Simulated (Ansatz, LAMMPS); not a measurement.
**A frame of liquid 53SiO2-47Li2O (mol %) from 2000 K, run at 300 K (102 atoms) in motion**

How do the atoms of a frame of liquid 53SiO2-47Li2O (mol %) from 2000 K, run at 300 K (102 atoms) move, and what local order do they keep?

Main program and level: Ansatz 0.2.0; Kohn-Sham DFT, PBE, PAW (set soft_2), plane waves.

## Step 1: The starting structure

The cell holds 102 atoms: 18 Si, 32 Li and 52 O. Its edges and angles: a = 10.361 Å, b = 10.361 Å, c = 10.361 Å, α = 90.0°, β = 90.0°, γ = 90.0°. 102 atoms (18 Si, 32 Li, 52 O) placed at random at 2.33 g/cm³, melted at 4000 K for 10 ps at fixed volume with the Morse and Coulomb pair potential with partial charges (Pedone, Malavasi, Menziani, Cormack and Segre, J. Phys. Chem. B 110, 11780 (2006)). Snapshot at the end of a hold of 10 ps at 2000 K and fixed volume.

Before any run, some limits are plain. The network of bonds at the start is that of the classical potential that made the cell. The cell was made at 2000 K but the dynamics is set to 300 K: the trajectory isn't one at 2000 K. Sampling is at Γ alone, for a cell whose shortest periodic width is 10 Å.

## Step 2: Dynamics started at 300 K

A Nosé–Hoover thermostat steers the temperature while disturbing the dynamics little. The time step is 1.0 fs.

File input.yaml:

```yaml
crystal:
  lattice:
    - [10.3615, 0.0, 0.0]
    - [0.0, 10.3615, 0.0]
    - [0.0, 0.0, 10.3615]
  atoms:
    - { symbol: Si, position: [0.56148, 0.05315, 0.60843] }
    - { symbol: Si, position: [0.40161, 0.82151, 0.60618] }
    - { symbol: Si, position: [0.86312, 0.21544, 0.31651] }
    - { symbol: Si, position: [0.00406, 0.72722, 0.14643] }
    [... 92 atom lines left out ...]
    - { symbol: O, position: [0.36702, 0.35153, 0.7507] }
    - { symbol: O, position: [0.17584, 0.02058, 0.31552] }
    - { symbol: O, position: [0.95192, 0.85476, 0.24301] }
    - { symbol: O, position: [0.29099, 0.43642, 0.52049] }
    - { symbol: O, position: [0.35686, 0.64729, 0.02406] }
    - { symbol: O, position: [0.33498, 0.58195, 0.3021] }
kpoints:
  mp_grid: { grid: [1, 1, 1] }
hamiltonian:
  xc: pbe
scf:
  occupations: { method: fixed }
output:
  forces: true
md:
  timestep: 1.0
  n_steps: 200
  ensemble: nvt_nose_hoover
  temperature: 300
  initial_velocities: maxwell_boltzmann
  seed: 6838
```

Command:

```bash
> ansatz run input.yaml --threads 4 --pin off --max-ram 8192MiB --backend cpu --events-out ev --progress --plain --runs-dir out
```

It took 22 min on 4 threads of Arm Neoverse V1, shared host; peak memory 1.3 GiB; 86 min of CPU time.

The program notes that it switched symmetry off.

The trajectory, sampled:

```tsv
time (fs)	T (K)	potential (meV/atom)	conserved (meV/atom)
0.0	300	0.0	0.00
13.0	1235	-122.7	-0.42
27.0	1231	-139.3	-0.40
40.0	1032	-128.7	-0.33
53.0	1092	-151.1	-0.36
67.0	992	-156.6	-0.40
80.0	985	-172.2	-0.45
93.0	986	-189.3	-0.46
107.0	893	-196.2	-0.48
120.0	781	-196.5	-0.50
133.0	757	-206.8	-0.53
147.0	664	-207.1	-0.52
160.0	635	-214.2	-0.52
173.0	653	-227.3	-0.57
187.0	610	-232.5	-0.58
200.0	557	-234.8	-0.58
```

Mean square displacement from the first frame to the last: Si 0.27 Å², Li 1.3 Å², O 0.45 Å².

Table of mean square displacement by time lag:

```tsv
time lag (fs)	Li (Å²)	O (Å²)	Si (Å²)
1.0	3.2e-4	1.3e-4	8.2e-5
5.0	0.00785	0.00325	0.00202
9.0	0.0249	0.0101	0.00620
13.0	0.0501	0.0196	0.0119
17.0	0.0813	0.0307	0.0182
21.0	0.116	0.0424	0.0244
25.0	0.153	0.0542	0.0304
29.0	0.189	0.0659	0.0361
34.0	0.233	0.0807	0.0434
38.0	0.265	0.0926	0.0495
42.0	0.294	0.105	0.0559
46.0	0.320	0.116	0.0624
50.0	0.344	0.127	0.0688
54.0	0.364	0.138	0.0749
58.0	0.383	0.147	0.0808
62.0	0.400	0.157	0.0866
67.0	0.420	0.168	0.0936
71.0	0.435	0.179	0.0993
75.0	0.450	0.189	0.105
79.0	0.466	0.201	0.111
83.0	0.483	0.213	0.116
87.0	0.501	0.225	0.122
91.0	0.519	0.237	0.127
95.0	0.539	0.249	0.133
100.0	0.565	0.264	0.140
```

Over the second half of 200 fs the temperature averages 708 K, falling from about 855 to 599 K (means over the first and last quarter of that half). The conserved energy stays within 0.61 meV/atom. From first frame to last Li has the largest mean square displacement, 1.3 Å² at the end; the farthest move is 2.40 Å. The mean temperature of 708 K lies well off the 300 K of the input, so the thermostat hasn't yet brought the run to equilibrium. The count of bonds goes from 189 in the first frame to 195 in the last, by one set of cutoffs: 31 pairs passed out of them and 37 came within. The run spans 0.20 ps, too short for its means to be equilibrium values.

## Step 3: Distances and neighbours late in the run

The g(r) is a mean over the second half; what follows it is taken at the last frame.

Density 2.33 g/cm³, 10.91 Å³ an atom.

Mean of 14 frames. g(r), total and by pair (bins of 0.2 Å):

```tsv
r (Å)	total	O-O	O-Li	O-Si	Li-Li	Li-Si	Si-Si
1.50	0.44	0.00	0.00	2.44	0.00	0.00	0.00
1.70	2.08	0.00	0.95	9.88	0.00	0.00	0.00
1.90	1.12	0.00	3.35	0.26	0.03	0.00	0.00
2.10	0.66	0.00	1.96	0.02	0.27	0.00	0.00
2.30	0.42	0.08	0.96	0.00	0.83	0.09	0.00
2.50	0.80	1.45	0.67	0.00	0.99	0.95	0.00
2.70	1.33	3.00	0.61	0.02	1.42	1.96	0.08
2.90	1.06	1.42	0.58	0.09	1.79	2.48	1.34
3.10	1.12	1.27	0.63	0.33	1.66	2.42	3.16
3.30	1.02	1.03	0.86	0.61	1.41	1.71	1.35
3.50	0.98	0.96	1.08	1.07	0.87	0.98	0.03
3.70	1.00	0.88	1.08	1.50	0.77	0.68	0.06
3.90	0.97	0.73	1.21	1.46	0.65	0.51	0.51
4.10	1.01	0.59	1.25	1.68	0.74	0.58	0.52
4.30	1.01	0.61	1.23	1.66	0.58	0.66	0.86
4.50	1.01	0.75	1.16	1.24	0.71	0.83	2.01
4.70	0.99	1.04	1.06	0.84	0.89	0.99	1.21
4.90	1.00	1.26	0.93	0.73	0.88	1.09	1.33
5.10	1.04	1.41	0.82	0.63	1.37	1.19	0.97
```

Bonds by pair of elements; cutoffs follow the first minimum of g(r), held within bounds set by covalent radii, and pairs that aren't listed don't count as bonded:

```tsv
pair A-B	cutoff (Å)	bonds	mean length (Å)	spread (Å)	shortest (Å)	B about A	A about B
O-Li	2.58	122	2.06	0.226	1.69	2.35	3.81
O-Si	2.16	73	1.65	0.06	1.52	1.40	4.06
```

How many atoms have how many bonded neighbours:

```tsv
element	mean	2	3	4	5	6
Li	3.81	0	13	12	7	0
O	3.75	4	16	22	9	1
Si	4.06	0	0	17	1	0
```

Bond angles (no mean is given where the spread exceeds 20°):

```tsv
angle	count	mean (°)	spread (°)
O-Li-O	181	-	-
Li-O-Si	144	-	-
Li-O-Li	124	-	-
O-Si-O	112	109	10.4
Si-O-Si	21	137	14
```

Oxygen atoms by the number of network formers (Si, P, Ge, B, Al, As, Ga) bound to them:

```tsv
network formers bound to O	O atoms	per cent
0	0	0
1	31	59.6
2	21	40.4
```

Network units: each former by its oxygen neighbours and how many of them bridge to another former:

```tsv
former	O neighbours	bridging O	atoms
Si	4	0	1
Si	4	1	2
Si	4	2	6
Si	4	3	8
Si	5	4	1
```

Bond length by coordination (bonds to H left out):

```tsv
element	coordination	atoms	mean bond length (Å)
Li	3	13	1.98
Li	4	12	2.06
Li	5	7	2.15
O	2	4	1.64
O	3	16	1.82
O	4	22	1.89
O	5	9	2.04
O	6	1	2.17
Si	4	17	1.65
Si	5	1	1.73
```

Rings of the network by King's shortest-path rule, up to 12 atoms, one path for each pair of neighbours; H, halogens, alkali and alkaline-earth atoms are left out, and the last column divides by all other atoms, bonded or not:

```tsv
ring size (atoms)	rings	per network atom
10	1	0.014
```

For some of the pairs, g(r) has its first main peak near 2.7 Å (O-O), 1.9 Å (O-Li), 1.6 Å (O-Si), 2.9 Å (Li-Si) and 3.1 Å (Si-Si). Counting bonds as in the table, 41 % of Li atoms have 3, 42 % of O atoms have 4 and 94 % of Si atoms have 4 bonded neighbours. 40 % of the oxygens bridge two formers (Si) and 60 % are non-bridging. The commonest Si unit has 4 oxygens, 3 of them shared with other formers (8 of 18 atoms). All rings counted have 10 atoms.

## Step 4: Single point at the last frame

The last frame is solved again with fuller output, to read the electronic structure of a thermally displaced geometry.

File input.yaml:

```yaml
crystal:
  lattice:
    - [10.3615, 0.0, 0.0]
    - [0.0, 10.3615, 0.0]
    - [0.0, 0.0, 10.3615]
  atoms:
    - { symbol: Si, position: [0.52246, 0.0598, 0.60716] }
    - { symbol: Si, position: [0.38794, 0.83275, 0.63672] }
    - { symbol: Si, position: [0.88241, 0.20522, 0.34927] }
    - { symbol: Si, position: [0.00237, 0.70806, 0.14113] }
    [... 92 atom lines left out ...]
    - { symbol: O, position: [0.36512, 0.43279, 0.70923] }
    - { symbol: O, position: [0.15345, 0.99398, 0.38171] }
    - { symbol: O, position: [0.00959, 0.83945, 0.2266] }
    - { symbol: O, position: [0.26982, 0.47239, 0.47824] }
    - { symbol: O, position: [0.37902, 0.57207, 0.05907] }
    - { symbol: O, position: [0.33268, 0.63701, 0.30924] }
kpoints:
  mp_grid: { grid: [1, 1, 1] }
hamiltonian:
  xc: pbe
scf:
  occupations: { method: fixed }
output:
  forces: true
  stress: true
  populations: true
  dos:
    method: { smearing: { sigma: 0.15 } }
    de: 0.1
    projected: { site_lists: { Li: [Li], O: [O], Si: [Si] } }
  eigenvalues: true
  write_density: true
  write_potential: true
  volumetric_format: npy
```

Run time: 22 s. Hardware: 4 threads; peak memory 1.3 GiB; 82 s of CPU time.

Numbers from this run:

```
free energy                                      : -47612.9456 eV
free energy per atom                             : -466.7936 eV/atom
SCF cycles                                       : 9
pressure                                         : 2.239 GPa
r.m.s. force component                           : 1.034 eV/Å
longest force                                    : 6.632 eV/Å
Fermi energy                                     : 3.721 eV
gap (highest filled to lowest empty level) : 3.535 eV
spilling of the projection                       : 0.01224
```

Neighbours are counted within 2.58 Å (O-Li), 2.16 Å (O-Si), the cutoffs taken from the dynamics.

Length of the force by element and coordination:

```tsv
element	coordination	atoms	mean length of the force (eV/Å)	spread	least	most
Li	all	32	0.736	0.459	0.123	2.47
Li	3	13	0.670	0.318	0.211	1.34
Li	4	12	0.744	0.394	0.261	1.66
Li	5	7	0.844	0.699	0.123	2.47
O	all	52	1.46	0.839	0.173	4.82
O	2	4	1.00	0.175	0.731	1.19
O	3	16	1.32	0.616	0.246	2.67
O	4	22	1.79	1.02	0.732	4.82
O	5	9	1.23	0.557	0.173	2.45
O	6	1	0.603	0	0.603	0.603
Si	all	18	2.57	1.42	0.993	6.63
Si	4	17	2.61	1.45	0.993	6.63
Si	5	1	1.91	0	1.91	1.91
```

Löwdin charges by element and coordination (they lack the spilled electrons, 0.058 e an atom on average):

```tsv
element	coordination	atoms	mean charge (e)	spread	least	most
Li	all	32	0.786	0.0108	0.763	0.811
Li	3	13	0.792	0.0101	0.778	0.811
Li	4	12	0.782	0.009	0.763	0.796
Li	5	7	0.784	0.0106	0.766	0.800
O	all	52	-0.925	0.0965	-1.08	-0.788
O	2	4	-0.801	0.0109	-0.820	-0.793
O	3	16	-0.838	0.0549	-0.977	-0.788
O	4	22	-0.988	0.0525	-1.05	-0.799
O	5	9	-0.972	0.0935	-1.08	-0.806
O	6	1	-1.01	0	-1.01	-1.01
Si	all	18	1.60	0.0524	1.50	1.69
Si	4	17	1.60	0.0535	1.50	1.69
Si	5	1	1.63	0	1.63	1.63
```

Density of states as counts of states in windows of 1 eV (from the Fermi level), total and the larger projections:

```tsv
from (eV)	to (eV)	total	O p	Si p
-14	-11	0.0	0.0	0.0
-11	-10	0.1	0.1	0.0
-10	-9	5.8	3.8	0.4
-9	-8	8.0	5.4	0.7
-8	-7	11.0	7.7	1.3
-7	-6	12.9	9.5	2.0
-6	-5	27.3	20.5	3.4
-5	-4	41.9	33.8	4.2
-4	-3	53.6	46.7	2.8
-3	-2	63.6	58.8	1.5
-2	-1	64.1	61.0	0.8
-1	0	22.8	22.0	0.2
0	1	1.0	0.9	0.0
1	3	0.0	0.0	0.0
3	4	2.0	0.1	0.0
4	5	4.3	0.6	0.4
```

With fixed occupations the program's Fermi level is the highest filled level; weight inside the gap is the broadening of levels at its edges.

Between -26 and -14 eV lie 104 more states.

The stored curve holds about 416 of the 480 electrons; the rest, give or take the few that broadening carries across the Fermi level, lie in deeper levels below its range.

The levels nearest the highest filled one (over half full), pooled over k-points and spins:

```tsv
level less the highest filled one (eV)	occupation
-0.628	2
-0.581	2
-0.347	2
-0.314	2
-0.216	2
0	2
3.54	0
4.61	0
4.90	0
5.06	0
5.32	0
5.41	0
```

Mean Löwdin charges: Li +0.79, O -0.92, Si +1.60 e (they miss 1.2 % of the electrons, so they add up to more than the cell's charge).

1 further run on a deliberately doubtful input is not shown.

## Step 5: Results

| Item | Value |
| --- | --- |
| mean temperature, second half | 708.3 K |
| temperature swing, second half | 103.8 K |
| slope of the conserved energy against time, by least squares | -1.49 meV/atom/ps |
| free energy per atom | -466.7936 eV/atom |
| pressure | 2.239 GPa |
| r.m.s. force component | 1.034 eV/Å |
| gap (highest filled to lowest empty level) | 3.535 eV |
| wall time of the 2 DFT runs | 23 min |

**Reading.** Over the second half of 200 fs the temperature averages 708 K, falling from about 855 to 599 K (means over the first and last quarter of that half). The conserved energy stays within 0.61 meV/atom. The mean temperature of 708 K lies well off the 300 K of the input, so the thermostat hasn't yet brought the run to equilibrium. The count of bonds goes from 189 in the first frame to 195 in the last, by one set of cutoffs: 31 pairs passed out of them and 37 came within. The run spans 0.20 ps, too short for its means to be equilibrium values. Counting bonds as in the table, 41 % of Li atoms have 3, 42 % of O atoms have 4 and 94 % of Si atoms have 4 bonded neighbours. 40 % of the oxygens bridge two formers (Si) and 60 % are non-bridging.

Between filled and empty levels lie 3.54 eV (at Γ alone); a semilocal functional tends to put such gaps too low. In a disordered cell it changes from sample to sample and from frame to frame.

**Limits.** The starting topology of bonds comes from the classical model; in DFT 31 of its 189 bonded pairs passed out of the cutoffs and 37 came within them. The stress is far from hydrostatic: its diagonal is 3.8, -0.2, 3.1 GPa, compression counted positive. The pressure of 2.2 GPa is that of one thermal frame at a volume set beforehand, without the kinetic term.

[Logs are printed without paths, hosts, clocks, repeated set-up lines and the standing remarks that a program may print on its own settings, such as how far it seeks lower states.]

[Hosts, paths, dates, database ids (printed as entryN), source tags and the programs' standing remarks are cut or masked in the printed files.]
